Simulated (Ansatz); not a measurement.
# Work function of Ru(0001): what the settings cost and change

Aim: the work function of Ru(0001) across levels of theory at one geometry.

Calculated with Ansatz 0.2.0; plane-wave DFT, PBE, Ansatz PAW, in the first sound run; inputs show where later runs differ.

## (1) The starting structure

The cell holds 7 atoms: 7 Ru. Cell: a = 2.700 Å, b = 2.700 Å, c = 30.830 Å, α = 90.0°, β = 90.0°, γ = 60.0°. Vacuum lies along c.

## (2) Run, setting PBE, Ansatz PAW (420 eV)

A work function rests on the faint tail of the density, so the SCF threshold is tight. PBE on the default files comes first; the next runs keep the geometry and change functional or files, each at the cutoff that its files recommend; a relaxation and, for heavy metals, spin-orbit coupling close the ladder.

input.yaml reads:

```yaml
crystal:
  lattice:
    - [2.7, 0.0, 0.0]
    - [1.35, 2.3382685902, 0.0]
    - [0.0, 0.0, 30.8304]
  atoms:
    - { symbol: Ru, position: [0.0, 0.0, 0.2919196637] }
    - { symbol: Ru, position: [0.6666666667, 0.6666666667, 0.3612797758] }
    - { symbol: Ru, position: [0.0, 0.0, 0.4306398879] }
    - { symbol: Ru, position: [0.6666666667, 0.6666666667, 0.5] }
    - { symbol: Ru, position: [0.0, 0.0, 0.5693601121] }
    - { symbol: Ru, position: [0.6666666667, 0.6666666667, 0.6387202242] }
    - { symbol: Ru, position: [0.0, 0.0, 0.7080803363] }
kpoints:
  mp_grid: { grid: [17, 17, 1] }
hamiltonian:
  xc: pbe
scf:
  occupations: { method: fermi_dirac, width: 0.1 }
  convergence: { dr2_threshold: 1.0e-09 }
efield:
  axis: 3
  dipole_correction: true
  ramp_position: 0.97
  ramp_width: 0.06
output:
  write_potential: true
  write_density: true
  volumetric_format: npy
  elf: true
```

Started as:

```console
> ansatz run input.yaml --threads 4 --pin off --max-ram 6144MiB --backend cpu --events-out ev --progress --plain --runs-dir out
```

Numbers of over 12 decimals in the logs are rounded to 6 here.

Log:

```text
Engine: ansatz 0.2.0, aarch64-unknown-linux-gnu
Pseudopotentials: kind: paw
Pseudopotential: Ru, paw, valence charge 16, recommended cutoff 420 eV (normal), Ru.paw.azcp
Functional definition: PBE
  parameter kappa = 0.804
  parameter beta = 0.066725
  exchange = pbe_x(kappa = kappa, mu = beta*pi^2/3)
  correlation = pbe_c(beta = beta)
Crystal: 7 atoms, lattice volume = 194.642 Å³
Basis set: ecut = 420 eV, 3841 PW (Γ)
Bands: 68, of which v1, the nominal top of the filled ones, is band 56 counted from 1 (55 counted from 0)
Symmetry: 6 space group operations
k-points: 33 of 289 (time reversal used)
Non-local potential: Ru, projectors of the file, l = 0: 3, l = 1: 2, l = 2: 2, l = 3: 1
PAW form: soft (Blöchl's): semilocal exchange-correlation on the pseudo side does not see the compensation charge
PAW one-centre angular grid: Ru, 590 points (default); XC on 64 Gauss nodes
Initial density: superposition of atomic densities (neutral atoms: chi_scale 0, normalization atom), corrected by the library's trained network
Initial wavefunctions: pseudopotential atomic-orbital guess
Functional: x = pbe(κ = 0.804, μ = 0.219515), c = pbe(β = 0.066725)
SCF iter   1: F=—  HF=-41148.853689 eV  |F-HF|=—  |Δ(HF+E_count)|=         —  Δρ=1.33e-2  dr2=5.94e0  ethr=1.77e-3  p=0.000 e·Å  D=2.40e-13 V/Å  ΔV_dip=-0.00 eV  dr2_dipole=1.76e-7  V_vac-E_F(+/−)=4.64/4.64 eV  ⟨swp⟩=7.6  Hψ=9229  notcnv=0  defer=7
efield: sawtooth ramp at fractional position 0.9700 (set: `efield.ramp_position`, or a place that a band, a saddle search or an elastic batch's reference lends), width 0.0600; the density the first Hamiltonian is built on has a dipole p = 0.000 e·Å; the dipole correction subtracts the counter field D = 2.40e-13 V/Å, which shifts the + side's vacuum level by -0.00 eV against the − side's; the planar-averaged density in the ramp window peaks in size at 1.8e-6 e/Å³
preconditioner: auto → LDOS  [metal: Δε(μ)=0.011 eV  Ē_g=4.887 eV  σ=0.100 eV  W_gap=0.03  n_scr=24 (ndim 8)  ℏωp=19.9 eV  f_vac=0.474  D(μ)=7.77/eV (n_scr^D=32)  β→1.0]
SCF iter   2: F=—  HF=-41148.801158 eV  |F-HF|=—  |Δ(HF+E_count)|=   5.25e-2  Δρ=3.35e-3  dr2=2.81e-2  ethr=1.77e-3  p=0.000 e·Å  D=6.71e-6 V/Å  ΔV_dip=-0.00 eV  dr2_dipole=2.35e-7  V_vac-E_F(+/−)=4.97/4.97 eV  ⟨swp⟩=1.0  Hψ=2607  notcnv=0  defer=8
SCF iter   3: F=—  HF=-41148.797968 eV  |F-HF|=—  |Δ(HF+E_count)|=   3.19e-3  Δρ=1.48e-3  dr2=1.02e-2  ethr=2.51e-5  p=-0.000 e·Å  D=-1.05e-5 V/Å  ΔV_dip=0.00 eV  dr2_dipole=7.01e-11  V_vac-E_F(+/−)=5.04/5.04 eV  ⟨swp⟩=3.1  Hψ=4833  notcnv=0  defer=8
SCF iter   4: F=—  HF=-41148.797235 eV  |F-HF|=—  |Δ(HF+E_count)|=   7.34e-4  Δρ=2.82e-4  dr2=5.00e-4  ethr=9.10e-6  p=-0.000 e·Å  D=-1.76e-6 V/Å  ΔV_dip=0.00 eV  dr2_dipole=6.89e-9  V_vac-E_F(+/−)=5.04/5.04 eV  ⟨swp⟩=2.1  Hψ=3131  notcnv=0  defer=8
SCF iter   5: F=—  HF=-41148.797199 eV  |F-HF|=—  |Δ(HF+E_count)|=   3.53e-5  Δρ=8.21e-5  dr2=2.19e-5  ethr=4.46e-7  p=-0.000 e·Å  D=-1.42e-6 V/Å  ΔV_dip=0.00 eV  dr2_dipole=1.53e-9  V_vac-E_F(+/−)=5.05/5.05 eV  ⟨swp⟩=2.9  Hψ=4177  notcnv=0  defer=8
SCF iter   6: F=—  HF=-41148.797194 eV  |F-HF|=—  |Δ(HF+E_count)|=   5.08e-6  Δρ=3.16e-5  dr2=4.27e-6  ethr=1.96e-8  p=-0.000 e·Å  D=-3.37e-7 V/Å  ΔV_dip=0.00 eV  dr2_dipole=2.56e-10  V_vac-E_F(+/−)=5.06/5.06 eV  ⟨swp⟩=2.5  Hψ=3844  notcnv=0  defer=8
SCF iter   7: F=—  HF=-41148.797597 eV  |F-HF|=—  |Δ(HF+E_count)|=   4.03e-4  Δρ=1.63e-5  dr2=9.68e-7  ethr=3.81e-9  p=-0.000 e·Å  D=-9.05e-9 V/Å  ΔV_dip=0.00 eV  dr2_dipole=7.13e-12  V_vac-E_F(+/−)=5.06/5.06 eV  ⟨swp⟩=2.6  Hψ=3791  notcnv=0  defer=8
SCF iter   8: F=—  HF=-41148.797597 eV  |F-HF|=—  |Δ(HF+E_count)|=   2.24e-7  Δρ=4.71e-6  dr2=4.00e-8  ethr=8.64e-10  p=0.000 e·Å  D=2.76e-8 V/Å  ΔV_dip=-0.00 eV  dr2_dipole=2.25e-11  V_vac-E_F(+/−)=5.07/5.07 eV  ⟨swp⟩=2.4  Hψ=3642  notcnv=0  defer=8
SCF iter   9: F=—  HF=-41148.797598 eV  |F-HF|=—  |Δ(HF+E_count)|=   1.59e-7  Δρ=1.51e-6  dr2=5.27e-9  ethr=3.57e-11  p=-0.000 e·Å  D=-2.49e-8 V/Å  ΔV_dip=0.00 eV  dr2_dipole=1.16e-11  V_vac-E_F(+/−)=5.07/5.07 eV  ⟨swp⟩=3.2  Hψ=4759  notcnv=0  defer=8
SCF iter  10: F=-41148.797598 eV  HF=-41148.797598 eV  |F-HF|=1.14e-9  |Δ(HF+E_count)|=   1.10e-8  Δρ=4.29e-7  dr2=3.14e-10  ethr=1.00e-12  p=-0.000 e·Å  D=-2.30e-8 V/Å  ΔV_dip=0.00 eV  dr2_dipole=6.46e-13  V_vac-E_F(+/−)=5.07/5.07 eV  ⟨swp⟩=7.0  Hψ=6224  notcnv=0
SCF 1 converged in 10 iterations: F = -41148.797598 eV  dr2 = 3.14e-10
  greatest PAW one-centre occupation: 0.998 electrons in one spin orbital (limit 2), on the Ru atom at site 6 (counted from 0), in its partial waves of l = 0
WARN: The output density's exchange-correlation potential varies sharply where the density is thin. Do not read a vacuum level from v_tot or v_xc, or from such a field of the output density. On a cell that repeats whose density bears no net charge and no dipole along the vacuum's axis use v_es (v_loc + v_h of the components); under efield.dipole_correction with no amplitude use v_es + v_field, which holds any externa [...]
SCF converged after 10 iterations
Free energy (F): -41148.797598 eV
Harris-Foulkes:  -41148.797598 eV  (|F-HF|=1.14e-9)
Internal energy: -41148.547715 eV  (E = F + TS)
E sigma→0 (E₀):  -41148.672656 eV
Entropy (-TS):   -0.249883 eV (-35.698 meV/atom)
Fermi energy:    8.940636 eV
Dipole field:    D = -0.000001 V/Å  (p = -0.000001 e·Å, saw-weighted, corrected)
Work function:   Φ+ = 5.0667 eV   Φ− = 5.0667 eV
Levels:          The Fermi level and band energies are counted from a zero that moves with the ramp; work functions are not
--- Per-component energies (eV) ---
  E_band       = -1993.799572
  E_kinetic    = 3596.754404
  E_local      = -256349.227158  (includes V_loc(G=0)·N_el)
  E_nonlocal   = 2403.045631
  E_hartree    = 125789.644993
  E_xc         = -1331.380176
  E_vxc        = -1671.152677  (∫ρ·V_xc dr)
  E_paw        = -24225.627024  (= ΣΔE_a)
  E_vpaw       = -1552.512144  (= ΣTr[D̂ρ^β])
  E_aug_tail   = -0.001377  (compensation charges beyond the density's cutoff)
  E_efield     = 0.000000  (sawtooth field / dipole correction)
  E_vefield    = 0.000000  (∫n·V_field dr)
  E_ewald      = 108968.242993
  E_smearing   = -0.249883  (= −TS)
  E_closure    = -0.000000  (closes the sum)
  Σ components = -41148.797598   (vs F -41148.797598, Δ=0.00e0)
--- Band table (eV; the first three rows and the last of 33) ---
  k-point 0: bands = [... 52 lower, 7.0306, 7.2778, 7.8010, 7.8010, 8.3435, 8.3435, 8.5022, 8.9776, ... 8 higher]
  k-point 1: bands = [... 52 lower, 7.1232, 7.2898, 7.7152, 7.7512, 8.2428, 8.3021, 8.3053, 8.9456, ... 8 higher]
  k-point 2: bands = [... 52 lower, 7.1968, 7.3881, 7.3903, 7.6992, 7.8846, 8.0261, 8.2385, 8.4100, ... 8 higher]
  k-point 32: bands = [... 52 lower, 7.8319, 8.3678, 9.2163, 9.5593, 9.5611, 9.8905, 10.0267, 10.0559, ... 8 higher]
```

Wall time 37 s (4 threads of Arm Neoverse N1, shared host); peak memory 0.8 GiB; 2 min of CPU time.

Reading the cycles: dr2 is the Hartree energy of the density residual (eV), the measure of convergence; HF is the Harris–Foulkes estimate of the energy, which meets the free energy F at convergence.

This step gave:

```yaml
energy_at_zero_smearing: -41148.6727 eV
work_function_upper_face: 5.067 eV
```

Running mean over 2.138 Å of the planar mean; the ramp of the sawtooth is left out. Electron's electrostatic potential energy less the Fermi level against z:

| z (Å) | electron's electrostatic potential energy less the Fermi level (eV) |
| --- | --- |
| 4 | 5.07 |
| 5 | 5.06 |
| 6 | 4.98 |
| 7 | 3.95 |
| 8 | -6.28 |
| 9 | -14.3 |
| 10 | -14.7 |
| 11 | -14.8 |
| 12 | -14.9 |
| 13 | -14.8 |
| 14 | -14.8 |
| 15 | -14.8 |
| 16 | -14.8 |
| 17 | -14.8 |
| 18 | -14.8 |
| 19 | -14.9 |
| 20 | -14.8 |
| 21 | -14.6 |
| 22 | -14.0 |
| 23 | -3.67 |
| 24 | 4.34 |
| 25 | 5.01 |
| 26 | 5.06 |
| 27 | 5.07 |

Valence density in the ca plane at fractional y = 0.000, with atoms of Ru within 0.2 Å of it. It is the smooth field of the valence electrons, not physical close to the nuclei.

Ten even steps from '0' (0.00 × 1e0 e/Å³) to '9' (9.76 × 1e0 e/Å³), each cell a mean:
```
00000379610000000488510000001488400000000000
00000134200000000144200000000244100000000000
01000001000011000011000011000011000000000000
11100000000011100000000011000000000000000000
11000000000011000000000011000000000000000000
00000022100000000122100000000122100000000000
00000267410000000367410000000376300000000000
00000399720000001599610000001599500000000000
```
Columns run along c (16.0 Å, from fractional 0.35 to 0.87 of the cell), rows up along a (2.7 Å). Atoms in or near the plane, at fractional coordinates: Ru at (0.43, 0.00), Ru at (0.57, 0.00), Ru at (0.71, 0.00).

Electrostatic potential energy in the ca plane at fractional y = 0.000, with atoms of Ru within 0.2 Å of it. With pseudopotentials it is smooth inside the atoms' cores, unlike the true potential.

Ten even steps from '0' (-88 eV) to '9' (14 eV), each cell a mean:
```
99998400269999998300279999997300389999999999
88999743589988998643689988998633689999999999
77899887899877899877899877899877899999999999
76789999999866799999999866899999999999999999
76789988999876899988999877899988999999999999
88899865789988899755789888899755799999999999
99998511379999998411479999998411489999999999
99998400169999997200169999997200279999999999
```
Columns run along c (16.0 Å, from fractional 0.35 to 0.87 of the cell; values clipped at the 3rd and 97th percentile), rows up along a (2.7 Å). Atoms in or near the plane, at fractional coordinates: Ru at (0.43, 0.00), Ru at (0.57, 0.00), Ru at (0.71, 0.00).

ELF in the ca plane at fractional y = 0.000, with atoms of Ru within 0.2 Å of it. It is the smooth field of the valence electrons, not physical close to the nuclei.

Values, 5 rows by 16 columns, each cell a mean:
```
0.26 0.31 0.59 0.40 0.28 0.28 0.53 0.50 0.28 0.27 0.44 0.59 0.17 0.05 0.01 0.00
0.32 0.26 0.35 0.28 0.30 0.27 0.32 0.31 0.28 0.29 0.29 0.35 0.20 0.08 0.01 0.00
0.41 0.25 0.28 0.27 0.37 0.28 0.28 0.28 0.29 0.34 0.26 0.29 0.26 0.10 0.01 0.00
0.27 0.27 0.48 0.31 0.27 0.27 0.41 0.38 0.27 0.26 0.35 0.47 0.17 0.07 0.01 0.00
0.28 0.32 0.52 0.42 0.30 0.29 0.50 0.49 0.28 0.29 0.46 0.52 0.18 0.05 0.01 0.00
```
Columns run along c (16.0 Å, from fractional 0.35 to 0.87 of the cell), rows up along a (2.7 Å). Atoms in or near the plane, at fractional coordinates: Ru at (0.43, 0.00), Ru at (0.57, 0.00), Ru at (0.71, 0.00).

The work function is 5.067 eV.

## (3) Run

This step: plane-wave DFT, LDA, Ansatz PAW (Ansatz 0.2.0).

input.yaml: that of step 2 with these lines changed.

```diff
@@ -16,3 +16,3 @@
 hamiltonian:
-  xc: pbe
+  xc: lda
 scf:
@@ -29,2 +29 @@
   volumetric_format: npy
-  elf: true
```

Log:

```text
[...]
Crystal: 7 atoms, lattice volume = 194.642 Å³
Basis set: ecut = 420 eV, 3841 PW (Γ)
Bands: 68, of which v1, the nominal top of the filled ones, is band 56 counted from 1 (55 counted from 0)
Symmetry: 6 space group operations
k-points: 33 of 289 (time reversal used)
[...]
k-point 0: bands = [... 52 lower, 6.6828, 6.9159, 7.4611, 7.4611, 8.0068, 8.0068, 8.1430, 8.6469, ... 8 higher]
  k-point 1: bands = [... 52 lower, 6.7760, 6.9323, 7.3748, 7.4107, 7.8908, 7.9653, 7.9683, 8.6147, ... 8 higher]
  k-point 2: bands = [... 52 lower, 6.8448, 7.0448, 7.0471, 7.3568, 7.5399, 7.6886, 7.9006, 8.0734, ... 8 higher]
  k-point 32: bands = [... 52 lower, 7.4910, 8.0333, 8.8867, 9.2215, 9.2230, 9.5596, 9.7018, 9.7288, ... 8 higher]
[key lines of the parts left out:]
SCF converged after 10 iterations
Free energy (F): -40305.414711 eV
Fermi energy:    8.603317 eV
Dipole field:    D = -0.000002 V/Å  (p = -0.000003 e·Å, saw-weighted, corrected)
Work function:   Φ+ = 5.4277 eV   Φ− = 5.4276 eV
```

The job ended after 36 s (4 threads; peak memory 0.79 GiB).

The work function is 5.428 eV, +0.361 eV from the run “PBE, Ansatz PAW (420 eV)”, at 1.0 times its CPU time.

## (4) Slab

This step: plane-wave DFT, PBEsol, Ansatz PAW (Ansatz 0.2.0).

input.yaml: that of step 3 with these lines changed.

```diff
@@ -16,3 +16,3 @@
 hamiltonian:
-  xc: lda
+  xc: pbesol
 scf:
```

Log:

```text
[...]
Crystal: 7 atoms, lattice volume = 194.642 Å³
Basis set: ecut = 420 eV, 3841 PW (Γ)
Bands: 68, of which v1, the nominal top of the filled ones, is band 56 counted from 1 (55 counted from 0)
Symmetry: 6 space group operations
k-points: 33 of 289 (time reversal used)
[...]
k-point 0: bands = [... 52 lower, 6.8847, 7.1060, 7.6620, 7.6620, 8.2069, 8.2069, 8.3299, 8.8452, ... 8 higher]
  k-point 1: bands = [... 52 lower, 6.9778, 7.1252, 7.5745, 7.6116, 8.0788, 8.1637, 8.1683, 8.8130, ... 8 higher]
  k-point 2: bands = [... 52 lower, 7.0393, 7.2407, 7.2462, 7.5579, 7.7312, 7.8819, 8.1006, 8.2637, ... 8 higher]
  k-point 32: bands = [... 52 lower, 7.6883, 8.2297, 9.0827, 9.4237, 9.4253, 9.7589, 9.8983, 9.9264, ... 8 higher]
[key lines of the parts left out:]
SCF converged after 11 iterations
Free energy (F): -40713.132398 eV
Fermi energy:    8.800278 eV
Dipole field:    D = -0.000000 V/Å  (p = -0.000000 e·Å, saw-weighted, corrected)
Work function:   Φ+ = 5.2002 eV   Φ− = 5.2002 eV
```

Wall time 37 s (4 threads); peak memory 0.8 GiB; 2 min of CPU time.

The work function is 5.200 eV, +0.133 eV from the run “PBE, Ansatz PAW (420 eV)”, at 1.0 times its CPU time.

## (5) Slab

This step: plane-wave DFT, RPBE, Ansatz PAW (Ansatz 0.2.0).

input.yaml: that of step 4 with these lines changed.

```diff
@@ -16,3 +16,3 @@
 hamiltonian:
-  xc: pbesol
+  xc: rpbe
 scf:
```

Log:

```text
[...]
Crystal: 7 atoms, lattice volume = 194.642 Å³
Basis set: ecut = 420 eV, 3841 PW (Γ)
Bands: 68, of which v1, the nominal top of the filled ones, is band 56 counted from 1 (55 counted from 0)
Symmetry: 6 space group operations
k-points: 33 of 289 (time reversal used)
[...]
k-point 0: bands = [... 52 lower, 7.1585, 7.4186, 7.9268, 7.9268, 8.4677, 8.4677, 8.6458, 9.0999, ... 8 higher]
  k-point 1: bands = [... 52 lower, 7.2510, 7.4269, 7.8411, 7.8772, 8.3804, 8.4267, 8.4296, 9.0680, ... 8 higher]
  k-point 2: bands = [... 52 lower, 7.3295, 7.5146, 7.5177, 7.8257, 8.0163, 8.1535, 8.3631, 8.5389, ... 8 higher]
  k-point 32: bands = [... 52 lower, 7.9586, 8.4918, 9.3384, 9.6844, 9.6863, 10.0131, 10.1477, 10.1773, ... 8 higher]
[key lines of the parts left out:]
SCF converged after 10 iterations
Free energy (F): -41199.975783 eV
Fermi energy:    9.066500 eV
Dipole field:    D = -0.000001 V/Å  (p = -0.000001 e·Å, saw-weighted, corrected)
Work function:   Φ+ = 4.8957 eV   Φ− = 4.8956 eV
```

Elapsed: 36 s, on 4 threads; peak memory 0.8 GiB; 1.9 min of CPU time.

The work function is 4.896 eV, -0.171 eV from the run “PBE, Ansatz PAW (420 eV)”, at 0.98 times its CPU time.

## (6) Slab

This step: plane-wave DFT, r2SCAN, Ansatz PAW (Ansatz 0.2.0).

input.yaml: that of step 5 with these lines changed.

```diff
@@ -16,3 +16,3 @@
 hamiltonian:
-  xc: rpbe
+  xc: r2scan
 scf:
```

Log:

```text
[...]
Crystal: 7 atoms, lattice volume = 194.642 Å³
Basis set: ecut = 500 eV, 4853 PW (Γ), exchange–correlation on 80×80×900 points (64 copies of the dense FFT grid, shifted against one another)
Bands: 68, of which v1, the nominal top of the filled ones, is band 56 counted from 1 (55 counted from 0)
Symmetry: 6 space group operations
[...]
k-point 0: bands = [... 52 lower, 6.8778, 7.1590, 7.6726, 7.6726, 8.2377, 8.2377, 8.4301, 8.8933, ... 8 higher]
  k-point 1: bands = [... 52 lower, 6.9742, 7.1641, 7.5830, 7.6217, 8.1522, 8.1941, 8.1985, 8.8604, ... 8 higher]
  k-point 2: bands = [... 52 lower, 7.0574, 7.2402, 7.2520, 7.5709, 7.7686, 7.9064, 8.1306, 8.3113, ... 8 higher]
  k-point 32: bands = [... 52 lower, 7.7045, 8.2632, 9.1536, 9.5424, 9.5455, 9.8646, 9.9938, 10.0270, ... 8 higher]
[key lines of the parts left out:]
SCF converged after 11 iterations
Free energy (F): -41232.725706 eV
Fermi energy:    8.868151 eV
Dipole field:    D = -0.000000 V/Å  (p = -0.000000 e·Å, saw-weighted, corrected)
Work function:   Φ+ = 5.0796 eV   Φ− = 5.0796 eV
```

It took 73 s on 4 threads; peak memory 1.2 GiB; 4 min of CPU time.

The work function is 5.080 eV, +0.013 eV from the run “PBE, Ansatz PAW (420 eV)”, at 2.0 times its CPU time.

## (7) Slab

This step: plane-wave DFT, PBE, JTH PAW (Ansatz 0.2.0).

input.yaml: that of step 6 with these lines changed.

```diff
@@ -16,3 +16,4 @@
 hamiltonian:
-  xc: r2scan
+  xc: pbe
+  pseudopotentials: { kind: paw, source: jth }
 scf:
```

Log:

```text
[...]
k-point 0: bands = [... 52 lower, 7.2439, 7.5113, 8.0134, 8.0134, 8.5554, 8.5554, 8.7450, 9.1887, ... 8 higher]
  k-point 1: bands = [... 52 lower, 7.3366, 7.5196, 7.9285, 7.9636, 8.4792, 8.5154, 8.5172, 9.1567, ... 8 higher]
  k-point 2: bands = [... 52 lower, 7.4229, 7.6039, 7.6076, 7.9119, 8.1121, 8.2448, 8.4505, 8.6350, ... 8 higher]
  k-point 32: bands = [... 52 lower, 8.0483, 8.5795, 9.4258, 9.7690, 9.7709, 10.0979, 10.2331, 10.2622, ... 8 higher]
[key lines of the parts left out:]
SCF converged after 11 iterations
Free energy (F): -41110.024065 eV
Fermi energy:    9.156503 eV
Dipole field:    D = -0.000000 V/Å  (p = -0.000000 e·Å, saw-weighted, corrected)
Work function:   Φ+ = 5.0537 eV   Φ− = 5.0537 eV
```

It took 5.1 min on 4 threads; peak memory 5.2 GiB.

The work function is 5.054 eV, -0.013 eV from the run “PBE, Ansatz PAW (420 eV)”, at 9.5 times its CPU time.

## (8) Run

This step: plane-wave DFT, PBE, norm-conserving (Ansatz 0.2.0).

input.yaml: that of step 7 with these lines changed.

```diff
@@ -17,3 +17,3 @@
   xc: pbe
-  pseudopotentials: { kind: paw, source: jth }
+  pseudopotentials: { kind: nc }
 scf:
```

Log:

```text
[...]
Crystal: 7 atoms, lattice volume = 194.642 Å³
Basis set: ecut = 1142.878222 eV, 17167 PW (Γ)
Bands: 68, of which v1, the nominal top of the filled ones, is band 56 counted from 1 (55 counted from 0)
Symmetry: 6 space group operations
k-points: 33 of 289 (time reversal used)
[...]
k-point 0: bands = [... 52 lower, 7.1166, 7.3589, 7.8871, 7.8871, 8.4294, 8.4294, 8.5828, 9.0637, ... 8 higher]
  k-point 1: bands = [... 52 lower, 7.2092, 7.3722, 7.8010, 7.8372, 8.3246, 8.3878, 8.3911, 9.0317, ... 8 higher]
  k-point 2: bands = [... 52 lower, 7.2804, 7.4729, 7.4760, 7.7850, 7.9681, 8.1110, 8.3242, 8.4940, ... 8 higher]
  k-point 32: bands = [... 52 lower, 7.9168, 8.4532, 9.3018, 9.6438, 9.6455, 9.9755, 10.1125, 10.1411, ... 8 higher]
[key lines of the parts left out:]
SCF converged after 10 iterations
Free energy (F): -19252.012452 eV
Fermi energy:    9.025241 eV
Dipole field:    D = 0.000000 V/Å  (p = 0.000000 e·Å, saw-weighted, corrected)
Work function:   Φ+ = 5.0687 eV   Φ− = 5.0687 eV
```

Run time: 2.8 min. Hardware: 4 threads; peak memory 2.5 GiB; 9.9 min of CPU time.

The work function is 5.069 eV, +0.002 eV from the run “PBE, Ansatz PAW (420 eV)”, at 5.1 times its CPU time.

[end of part 1 of 2]

[Logs are printed without paths, hosts, clocks, repeated set-up lines and the standing remarks that a program may print on its own settings, such as how far it seeks lower states.]

[Hosts, paths, dates, database ids (printed as entryN), source tags and the programs' standing remarks are cut or masked in the printed files.]

[Maps of the electrostatic potential energy from Ansatz leave out the sawtooth potential of an applied field or a dipole correction, so their vacuum need not be flat; planar profiles and work functions include it.]
